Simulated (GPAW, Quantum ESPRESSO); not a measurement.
Consider Ru (Ruthenium, P6_3/mmc).

```
Ru
1.0
     2.70580    0.00000    0.00000
    -1.35290    2.34329    0.00000
     0.00000    0.00000    4.28190
Ru
2
Direct
  0.66667 0.33333 0.75000
  0.33333 0.66667 0.25000
```

Absorber: atom 1, with 6 Ru at 2.65 Å and 6 Ru at 2.71 Å (anticuboctahedral, as in hcp, site symmetry -6m2). Method: GPAW, PBE, excited-electron core hole (neutral cell), 16-atom cell with 6.3 Å between holes, 4×4×4 k points, dipole transitions, Gaussian full width 2 eV up to 4 eV, rising linearly to 3.5 eV at 25 eV.

Where do the maxima of the Ru L₃ edge fall?

Main maxima up to 30 eV above the zero (height): 1.0 eV (3.95), 11.6 eV (0.94), 15.8 eV (0.96) and 29.2 eV (0.77). At an L edge the dipole rule selects empty d (and weakly s) states on the absorber, and the strong line at the onset measures the empty part of its d band. 

The Ru L₃ spectrum (energy from the lowest empty level; intensity scaled to a mean of 1 over the first 20 eV; polarised curves are means over the symmetry-equivalent atoms):

| E (eV) | isotropic | ε ⊥ c | ε ∥ c |
| --- | --- | --- | --- |
| -2.0 | 0.04 | 0.04 | 0.04 |
| -1.0 | 0.57 | 0.59 | 0.53 |
| 0.0 | 2.52 | 2.54 | 2.47 |
| 1.0 | 3.95 | 3.92 | 4.02 |
| 2.0 | 2.46 | 2.43 | 2.54 |
| 3.0 | 0.94 | 0.93 | 0.94 |
| 4.0 | 0.59 | 0.60 | 0.57 |
| 5.0 | 0.54 | 0.54 | 0.53 |
| 6.0 | 0.48 | 0.47 | 0.49 |
| 7.0 | 0.42 | 0.40 | 0.45 |
| 8.0 | 0.33 | 0.31 | 0.37 |
| 9.0 | 0.33 | 0.32 | 0.35 |
| 10.0 | 0.58 | 0.59 | 0.56 |
| 11.0 | 0.88 | 0.90 | 0.83 |
| 12.0 | 0.92 | 0.93 | 0.91 |
| 13.0 | 0.84 | 0.83 | 0.84 |
| 14.0 | 0.82 | 0.83 | 0.82 |
| 15.0 | 0.92 | 0.94 | 0.89 |
| 16.0 | 0.96 | 0.98 | 0.91 |
| 17.0 | 0.89 | 0.90 | 0.88 |
| 18.0 | 0.81 | 0.79 | 0.84 |
| 19.0 | 0.70 | 0.67 | 0.76 |
| 20.0 | 0.59 | 0.57 | 0.62 |
| 21.0 | 0.52 | 0.52 | 0.52 |
| 22.0 | 0.51 | 0.52 | 0.50 |
| 23.0 | 0.54 | 0.54 | 0.55 |
| 24.0 | 0.57 | 0.56 | 0.60 |
| 25.0 | 0.60 | 0.59 | 0.64 |
| 26.0 | 0.65 | 0.63 | 0.67 |
| 27.0 | 0.70 | 0.70 | 0.69 |
| 28.0 | 0.74 | 0.76 | 0.69 |
| 29.0 | 0.77 | 0.80 | 0.70 |
| 30.0 | 0.75 | 0.78 | 0.69 |
| 31.0 | 0.69 | 0.70 | 0.67 |
| 32.0 | 0.60 | 0.59 | 0.62 |

Only the L₃ part is meant: spin–orbit coupling of the core level isn't computed and the L₂ copy isn't added. The script folds with a Gaussian, whereas the core hole's own line is a Lorentzian, so the onset is too steep and the first peak too high. The holes are only 6.3 Å apart, so the shape is probably not converged with cell size; no larger cell was run here. The structure is a published determination, not relaxed.

[Banner, clock and machine lines of the logs are left out without a mark of their own.]

[Logs are printed without paths, hosts, clocks, repeated set-up lines and the standing remarks that a program may print on its own settings, such as how far it seeks lower states.]

[Hosts, paths, dates, database ids (printed as entryN), source tags and the programs' standing remarks are cut or masked in the printed files.]

[Lists of maxima count a maximum above −3 eV only where it reaches 4 % of the highest in the window and stands out from its surroundings by 2 % of it (1.5 % where it reaches 55 %); shoulders and weaker maxima are passed over, and of the rest the first, up to two pre-edge ones and the few strongest are named.]
